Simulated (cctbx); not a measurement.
# From intensities to atoms

Cell a = 6.8640 Å, b = 4.3640 Å, c = 5.2540 Å, α = 90.00°, β = 90.00°, γ = 90.00°; space group Pnma (no. 62); content Tm4 Ru4.

Simulated single-crystal data (cctbx): Ga Kα, λ = 1.3414 Å, to d = 0.83 Å, 70 % of the full sphere, strongest reflection 70000 counts, noise from counting, a 1.5 % proportional error and a noise floor of 4 counts (s.d.); no absorption.

Charge flipping in P1 on normalised amplitudes to 0.9 Å, δ = 1.1 σ, 20 % of the reflections treated as weak, 100 cycles:

```text
cycle      R  skewness
    0  0.612     0.18
    8  0.519     1.24
   16  0.464     2.11
   24  0.470     2.16
   32  0.453     2.10
   40  0.481     2.33
   48  0.471     2.42
   56  0.472     2.59
   64  0.478     2.01
   72  0.487     2.48
   80  0.485     2.24
   88  0.496     2.24
   96  0.476     2.28
origin shift          correlation  skewness
 0.423  0.344  0.073      0.912      3.32
 0.411  0.344  0.241      0.866      2.10
 0.136  0.347  0.097      0.836      2.71
 0.423  0.344  0.073      0.912      3.32
taken: symmetry correlation 0.912, skewness 3.32
peak      x       y       z  mult  height/sigma
Q1    0.1823  0.7500  0.6451    4      9.8
Q2    0.0461  0.7500  0.1650    4      6.0
Q3    0.0366  0.2500  0.3521    4      2.4
Q4    0.0947  0.7500  0.4321    4      1.5
Q5    0.2015  0.2500  0.6383    4      1.4
Q6    0.0678  0.2500  0.1379    4      1.2
Q7    0.1509  0.6177  0.9837    8      1.0
```

The origin is taken among those within 0.04 of the best correlation, by the skewness of the map.

It took 0.56 s on 1 thread of AMD EPYC 7B13 (Zen 3) (shared host), peak memory 0.07 GiB.

**Question.** Which peaks are atoms, and which elements?

Heights go roughly as Z and multiplicities must add up to the content. First model: Q1 = Tm1 (4 in the cell, height 9.8) and Q2 = Ru1 (4 in the cell, height 6.0). Against the true structure, Q1 is Tm and Q2 is Ru; the other peaks are not atoms.

Least squares on F², isotropic:

```text
Rint 0.013, 165 unique reflections to 0.83 A
cycle     R1     wR2    GooF  max shift (A)
   1  0.1603  0.4009  32.054   0.07227
   2  0.0238  0.0625   4.994   0.00003
final R1 0.0238 wR2 0.0625 GooF 4.994  parameters 6  data/parameter 27.5
atom        x        y        z      Ueq    occ   su(xyz)  su(Uiso or U11)
Tm1    0.18377  0.75000  0.64334   0.0069  1.000  0.00013  0.0003
Ru1    0.04399  0.75000  0.15153   0.0124  1.000  0.00022  0.0004
difference map: max 3.32 min -2.12 rms 0.42
Q1    0.0464  0.6289  0.1502    8    3.54  0.53 A from Ru1
Q2    0.1096  0.7500  0.6447    4    2.11  0.51 A from Tm1
Q3    0.2470  0.2500  0.1515    4    1.37  0.48 A from Tm1
Q4    0.1156  0.2500  0.9273    4    0.77  1.17 A from Ru1
Q5    0.0757  0.6520  0.3387    8    0.75  1.09 A from Ru1
```

Anisotropic refinement:

```text
Rint 0.013, 165 unique reflections to 0.83 A
cycle     R1     wR2    GooF  max shift (A)
   1  0.0238  0.0625   5.092   0.00095
   2  0.0048  0.0113   0.922   0.00000
final R1 0.0048 wR2 0.0113 GooF 0.922  parameters 12  data/parameter 13.8
atom        x        y        z      Ueq    occ   su(xyz)  su(Uiso or U11)
Tm1    0.18364  0.75000  0.64340   0.0066  1.000  0.00002  0.0001
Ru1    0.04412  0.75000  0.15149   0.0122  1.000  0.00004  0.0001
difference map: max 0.32 min -0.32 rms 0.08
Q1    0.1376  0.2500  0.9734    4    0.32  1.41 A from Ru1
Q2    0.0231  0.6736  0.3689    8    0.24  1.20 A from Ru1
Q3    0.1706  0.2500  0.7193    4    0.24  1.62 A from Ru1
Q4    0.0132  0.2500  0.4984    4    0.22  1.54 A from Tm1
Q5    0.1240  0.2500  0.2699    4    0.19  1.48 A from Tm1
Q6    0.0369  0.5465  0.7334    8    0.18  1.42 A from Tm1
```

**Reading.** The refinement ends at R1 = 0.0048, wR2 = 0.0113, GooF = 0.92, with difference density between -0.32 and 0.32 e/Å³. Every site matches the true model in element, within 0.001 Å r.m.s., up to an allowed shift of origin.

True model:

| atom | mult. | x | y | z | Ueq (Å²) |
| --- | --- | --- | --- | --- | --- |
| Tm1 | 4 | 0.6836 | 1/4 | 0.3566 | 0.0066 |
| Ru1 | 4 | 0.5441 | 1/4 | 0.8485 | 0.0122 |

This is a model crystal, built by substitution and not relaxed, with assumed displacement parameters.

[Middle refinement cycles are left out of these outputs.]

[Logs are printed without paths, hosts, clocks, repeated set-up lines and the standing remarks that a program may print on its own settings, such as how far it seeks lower states.]
